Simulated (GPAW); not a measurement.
# Al5Fe11 (bcc Fe11Al5): moments or none, part 2 of 2

Aim: find out whether Al5Fe11 (bcc Fe11Al5) carries moments when they start parallel, and what they gain.

GPAW 26.7.0; PBE; plane waves with GPAW's PAW setups, scalar-relativistic.

So far. Step 2 (Order 1, typed as ferro +++++++++++): After 42 cycles the largest moment stands at 2.66 μB.

### 3. Order 2, typed as no spin polarisation

This run holds no moments, which gives a state to set the others against.

Input file nospin.py:

```python
import json
import numpy as np
from ase import Atoms
from ase.parallel import paropen, parprint
from gpaw import GPAW

atoms = Atoms(['Al', 'Fe', 'Al', 'Fe', 'Al', 'Fe', 'Fe', 'Fe', 'Fe', 'Fe', 'Fe', 'Fe', 'Al', 'Fe', 'Al', 'Fe'],
    cell=[[5.96575, 0.0, 0.0],
         [0.0, 5.96575, 0.0],
         [0.0, 0.0, 5.96575]],
    scaled_positions=[[0.0, 0.0, 0.0],
         [0.25, 0.25, 0.25],
         [0.0, 0.0, 0.5],
         [0.25, 0.25, 0.75],
         [0.0, 0.5, 0.0],
         [0.25, 0.75, 0.25],
         [0.0, 0.5, 0.5],
         [0.25, 0.75, 0.75],
         [0.5, 0.0, 0.0],
         [0.75, 0.25, 0.25],
         [0.5, 0.0, 0.5],
         [0.75, 0.25, 0.75],
         [0.5, 0.5, 0.0],
         [0.75, 0.75, 0.25],
         [0.5, 0.5, 0.5],
         [0.75, 0.75, 0.75]],
    pbc=True)
atoms.calc = GPAW(mode={'name': 'pw', 'ecut': 450},
    xc='PBE',
    kpts={'size': (7, 7, 7), 'gamma': True},
    occupations={'name': 'fermi-dirac', 'width': 0.05},
    convergence={'density': 1e-05, 'energy': 1e-05},
    maxiter=200,
    mixer={'name': 'pulay', 'beta': 0.04, 'nmaxold': 8, 'weight': 100},
    symmetry={'tolerance': 1e-4},
    txt='nospin.txt')
e = atoms.get_potential_energy(force_consistent=True)
res = {'free_energy': e, 'energy_sigma0': atoms.get_potential_energy(), 'fermi_energy': atoms.calc.get_fermi_level()}
parprint(f'free energy: {e:.6f} eV')
atoms.calc.write('nospin.gpw')
with paropen('results.json', 'w') as f:
    json.dump(res, f)
```

Started as:

```
OMP_NUM_THREADS=1 mpirun -n 4 gpaw python nospin.py > nospin.log
```

Numbers of over 12 decimals in the logs are rounded to 6 here.

Output:

```text
free energy: -115.662343 eV

--- nospin.txt ---
Input parameters:
  mode=PW(ecut=450),
  convergence={'density': 1e-05, 'energy': 1e-05},
  kpts=MonkhorstPack(size=(7, 7, 7), gamma=True),
  maxiter=200,
  mixer=Pulay(name='pulay', nmaxold=8, beta=0.04, weight=100, sigma=0.015, g_ss=None),
  occupations=Occupations(name='fermi-dirac', width=0.05),
  symmetry=Symmetry(tolerance=0.0001),
  xc=XC(name='PBE')

Diagonalizing LCAO Hamiltonian
Converting LCAO to pw mode
     .--------------.
    /|              |
   / |              |
  /  |  Fe     Fe   |
 *   |              |
 | Fe|Fe   AlFe     |
 |   |  Fe     Fe   |
 Al  .---Fe---------.
 |  / Fe     Fe    /
 | /l      Al     /
 |/              /
 Al------Fe-----*

Atoms  # Å, Bohr magnetons
|    | symbol |        x |        y |        z |    initial magnetic moments |
|----|--------|----------|----------|----------|-----------------------------|
|  0 |     Al | 0.000000 | 0.000000 | 0.000000 | ( 0.0000,  0.0000,  0.0000) |
|  1 |     Fe | 1.491437 | 1.491437 | 1.491437 | ( 0.0000,  0.0000,  0.0000) |
|  2 |     Al | 0.000000 | 0.000000 | 2.982875 | ( 0.0000,  0.0000,  0.0000) |
|  3 |     Fe | 1.491437 | 1.491437 | 4.474312 | ( 0.0000,  0.0000,  0.0000) |
|  4 |     Al | 0.000000 | 2.982875 | 0.000000 | ( 0.0000,  0.0000,  0.0000) |
|  5 |     Fe | 1.491437 | 4.474312 | 1.491437 | ( 0.0000,  0.0000,  0.0000) |
|  6 |     Fe | 0.000000 | 2.982875 | 2.982875 | ( 0.0000,  0.0000,  0.0000) |
|  7 |     Fe | 1.491437 | 4.474312 | 4.474312 | ( 0.0000,  0.0000,  0.0000) |
|  8 |     Fe | 2.982875 | 0.000000 | 0.000000 | ( 0.0000,  0.0000,  0.0000) |
|  9 |     Fe | 4.474312 | 1.491437 | 1.491437 | ( 0.0000,  0.0000,  0.0000) |
| 10 |     Fe | 2.982875 | 0.000000 | 2.982875 | ( 0.0000,  0.0000,  0.0000) |
| 11 |     Fe | 4.474312 | 1.491437 | 4.474312 | ( 0.0000,  0.0000,  0.0000) |
| 12 |     Al | 2.982875 | 2.982875 | 0.000000 | ( 0.0000,  0.0000,  0.0000) |
| 13 |     Fe | 4.474312 | 4.474312 | 1.491437 | ( 0.0000,  0.0000,  0.0000) |
| 14 |     Al | 2.982875 | 2.982875 | 2.982875 | ( 0.0000,  0.0000,  0.0000) |
| 15 |     Fe | 4.474312 | 4.474312 | 4.474312 | ( 0.0000,  0.0000,  0.0000) |

Unit cell  # Å
| periodic |        x |        y |        z |  lengths |    angles |
|----------|----------|----------|----------|----------|-----------|
|      yes | 5.965750 | 0.000000 | 0.000000 | 5.965750 | 90.000000 |
|      yes | 0.000000 | 5.965750 | 0.000000 | 5.965750 | 90.000000 |
|      yes | 0.000000 | 0.000000 | 5.965750 | 5.965750 | 90.000000 |

Number of symmetries: 8

BZ-sampling:
  Number of BZ points: 343
  Number of IBZ points: 64

  Monkhorst-Pack size: [7, 7, 7]
  Monkhorst-Pack shift: [0, 0, 0]

Plane wave coefficients: 4629
Cutoff: 450.000000 eV

Spin-components: 1 (collinear spins)
Bands:           66
Projectors:      91
Spin-degeneracy: 2
Datatype:        complex128

Parallelization:
  kpt:    4
  domain: 1
  band:   1

Density:
  Valence electrons: 103.0
  Components: 1
  Grid points: [30 30 30]
  Charge: 0.0  # |e|

Potential:
  Grid points: [30 30 30]

[... setups left out ...]
Reference energy: -413831.116924  # eV

eigensolver:
  PPCG
  Converge bands: occupied
  niter=2

density mixing:
  Pulay-Mixer
  Linear mixing parameters: 0.04
  Old densities: 8
  Fourier metric: weight=100, sigma=0.015

occupation numbers:
  Fermi-Dirac:
    width: 0.0500  # eV

poisson solver:
  ecut: 3600.000000  # eV

xc functional:
  name: PBE with 2 nearest neighbor stencil

convergence criteria:
- Maximum integral of absolute [dens]ity change: 1e-05 electrons / valence electron
- Maximum [total energy] change in last 3 cyles: 1e-05 eV / valence electron
- Maximum integral of absolute [eigenst]ate change: 4e-08 eV^2 / valence electron
maximum number of iterations: 200

SCF iterations
|iter     |      energy | eigst |  dens |
|---------|-------------|-------|-------|
|iter:   1|       0s | -116.323087 | +0.54 |       |
|iter:   2|      11s | -116.024933 | -0.72 | -1.06 |
|iter:   3|      22s | -115.890759 | -1.71 | -1.20 |
|iter:   4|      32s | -115.754157 | -2.30 | -1.23 |
|iter:   5|      43s | -115.691089 | -2.89 | -1.31 |
|iter:   6|      54s | -115.412711 | -1.73 | -1.33 |
|iter:   7|      65s | -115.407804 | -2.12 | -1.50 |
|iter:   8|      75s | -115.557457 | -2.02 | -1.68 |
|iter:   9|      86s | -115.465978 | -2.35 | -1.57 |
|iter:  10|      97s | -115.452542 | -3.23 | -1.94 |
[... 15 iterations left out ...]
|iter:  26|     267s | -115.495515c| -7.39 | -3.84 |
|iter:  27|     278s | -115.495521c| -7.24 | -3.89 |
|iter:  28|     288s | -115.495516c| -6.95 | -4.02 |
|iter:  29|     299s | -115.495512c| -7.82c| -4.18 |
|iter:  30|     309s | -115.495509c| -7.40c| -4.25 |
|iter:  31|     320s | -115.495520c| -7.33 | -4.30 |
|iter:  32|     325s | -115.495518c| -7.65c| -4.43 |
|iter:  33|     336s | -115.495522c| -7.69c| -4.49 |
|iter:  34|     341s | -115.495524c| -8.00c| -4.90 |
|iter:  35|     346s | -115.495525c| -8.46c| -5.03c|

Converged in 35 steps
Energy contributions relative to reference atoms: (reference = -413831.116924)

Energy contributions:
  Kinetic:         -28.045363
  Coulomb:          27.853329
  Zero:              1.649225
  External:          0.000000
  Xc:             -116.785897
  Entropy:          -0.333636
  Spinorbit:         0.000000
  ----------------------------
  Free energy:    -115.662343
  Extrapolated:   -115.495525

dipole moment: (-45.244435, -49.726144, -45.256074)  # |e|*Ang

Fermi level: 8.176
Eigenvalues  # (at kpt = [0.000, 0.000, 0.000])
| band index |      eig [eV] | occ [0-2] |
|------------|---------------|-----------|
|          0 |        -1.033 |     2.000 |
|        ... |               |           |
|         42 |         7.498 |     2.000 |
|         43 |         7.523 |     2.000 |
|         44 |         7.906 |     1.991 |
|         45 |         7.906 |     1.991 |
|         46 |         7.950 |     1.979 |
|         47 |         7.951 |     1.978 |
|         48 |         8.082 |     1.737 |
|         49 |         8.128 |     1.448 |
|         50 |         8.181 |     0.958 |
|         51 |         8.212 |     0.662 |
|         52 |         8.222 |     0.573 |
|         53 |         8.269 |     0.272 |
|         54 |         8.309 |     0.132 |
|         55 |         8.309 |     0.132 |
|         56 |         8.362 |     0.047 |
|         57 |         8.572 |     0.001 |
|        ... |               |           |
|         65 |         9.081 |     0.000 |

No gap
No difference between direct/indirect transitions
```

The job ended after 6.1 min (4 MPI ranks of Arm Neoverse V1, shared host; peak memory 1.3 GiB).

Read from the output:

```
final state : non-magnetic (no spin polarisation)
```

It lies 370 meV a seeded atom over the first start.

### 4. Ranking

These are free energies at a smearing of 0.05 eV, so its entropy term is in the differences. They are divided by the number of seeded atoms, so that cells of unlike size compare.

Orders:

| start | final state | typed order kept | energy over the lowest (meV a seeded atom) | largest site moment (μB) | net moment (μB a primitive cell) | mesh matched | CPU time (s) |
| --- | --- | --- | --- | --- | --- | --- | --- |
| ferro +++++++++++ | ferromagnetic | yes | 0 | 2.656 | 24.43 | yes | 3877 |
| no spin polarisation | non-magnetic | - | 370 | 0 | 0 | yes | 1467 |

### 5. Outcome

| Property | Result |
| --- | --- |
| lower run | with moments |
| largest site moment | 2.66 μB |
| energy gained by spin polarisation | 370 meV a seeded atom |

In words: The crystal holds moments, up to 2.66 μB, and gains 370 meV a seeded atom by them. No antiferromagnetic order was tried, so the session says nothing on how the moments order.

[Logs and program files are shortened in this print: banners, set-up blocks, solver, clock and traceback lines can be left out without a mark of their own.]

[Logs are printed without paths, hosts, clocks, repeated set-up lines and the standing remarks that a program may print on its own settings, such as how far it seeks lower states.]

[Hosts, paths, dates, database ids (printed as entryN), source tags and the programs' standing remarks are cut or masked in the printed files.]

[Where a cell is said to come from a database of computed structures, the database is the Materials Project.]
